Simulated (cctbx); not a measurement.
**Accept or mend?**

Cell a = 10.9100 Å, b = 10.9100 Å, c = 10.9100 Å, α = 90.00°, β = 90.00°, γ = 90.00°; space group I-43d (no. 220). The compound is K3Ta4Bi3.

Simulated single-crystal data (cctbx): Ga Kα, λ = 1.3414 Å, to d = 0.83 Å, 70 % of the full sphere, strongest reflection 40000 counts, noise from counting, a 4 % proportional error and a noise floor of 4 counts (s.d.); no absorption.

An anisotropic refinement with weights 1/σ² prints:

```text
Rint 0.032, 200 unique reflections to 0.84 A
cycle     R1     wR2    GooF  max shift (A)
   1  0.0238  0.0782   6.100   0.00136
   2  0.0218  0.0739   5.763   0.00000
final R1 0.0218 wR2 0.0739 GooF 5.763  parameters 7  data/parameter 28.6
atom        x        y        z      Ueq    occ   su(xyz)  su(Uiso or U11)
Bi1    0.50000  0.75000  0.87500   0.0129  1.000  0.00000  0.0005
Ta1    0.83187  0.83187  0.83187   0.0170  1.000  0.00007  0.0004
K1     0.00000  0.25000  0.87500   0.0214  1.000  0.00000  0.0023
Flack x: 0.930(14)
Hooft y: 1.014(13)  Bijvoet pairs: 83
difference map: max 1.42 min -0.26 rms 0.09
Q1    0.0000  0.2500  0.3750   12    1.48  0.00 A from Bi1
Q2    0.0686  0.3626  0.0908   48    0.37  1.75 A from Ta1
Q3    0.0091  0.1384  0.7607   48    0.31  1.75 A from K1
Q4    0.1182  0.3818  0.6182   16    0.28  0.94 A from Ta1
Q5    0.0744  0.4136  0.9161   48    0.27  2.01 A from K1
Q6    0.0082  0.0063  0.1540   48    0.21  1.39 A from Ta1
```

**Question.** Can this result stand? If not, what is the likely fault?

Mend it. The fault: the structure inverted. Against the right model at the same level, R1 goes from 0.0049 to 0.0218 and GooF from 0.94 to 5.76 and the top difference peak, 1.5 e/Å³, lies on Bi1. Only the Bijvoet differences see the inversion, so R1 moves little while x goes to 1 − x. Flack x = 0.930 with s.u. 0.014: x is near 1: the model is inverted.

The compound is K3Ta4Bi3. The right model at the same level gives:

```text
Rint 0.032, 200 unique reflections to 0.84 A
cycle     R1     wR2    GooF  max shift (A)
   1  0.0089  0.0272   2.122   0.00028
   2  0.0049  0.0120   0.935   0.00000
final R1 0.0049 wR2 0.0120 GooF 0.935  parameters 7  data/parameter 28.6
atom        x        y        z      Ueq    occ   su(xyz)  su(Uiso or U11)
Bi1    0.50000  0.25000  0.12500   0.0128  1.000  0.00000  0.0001
Ta1    0.16819  0.16819  0.16819   0.0169  1.000  0.00001  0.0001
K1     0.00000  0.75000  0.12500   0.0212  1.000  0.00000  0.0004
Flack x: 0.063(13)
Hooft y: -0.008(13)  Bijvoet pairs: 83
difference map: max 0.24 min -0.20 rms 0.06
Q1    0.0664  0.1353  0.5961   48    0.24  1.73 A from Ta1
Q2    0.1209  0.1209  0.1209   16    0.23  0.89 A from Ta1
Q3    0.0068  0.1057  0.7631   48    0.21  1.74 A from K1
Q4    0.0600  0.1168  0.4117   48    0.19  1.64 A from K1
Q5    0.0013  0.0058  0.6430   48    0.18  1.40 A from Ta1
Q6    0.0554  0.3515  0.1103   48    0.16  2.35 A from Bi1
```

Isotropic U is held between 0.0001 and 1 Å² by the program, and listed peak heights are interpolated, so they can pass the grid's maximum.

This is a model crystal, built by substitution and not relaxed, with assumed displacement parameters.

[Middle refinement cycles are left out of these outputs.]

[Logs are printed without paths, hosts, clocks, repeated set-up lines and the standing remarks that a program may print on its own settings, such as how far it seeks lower states.]
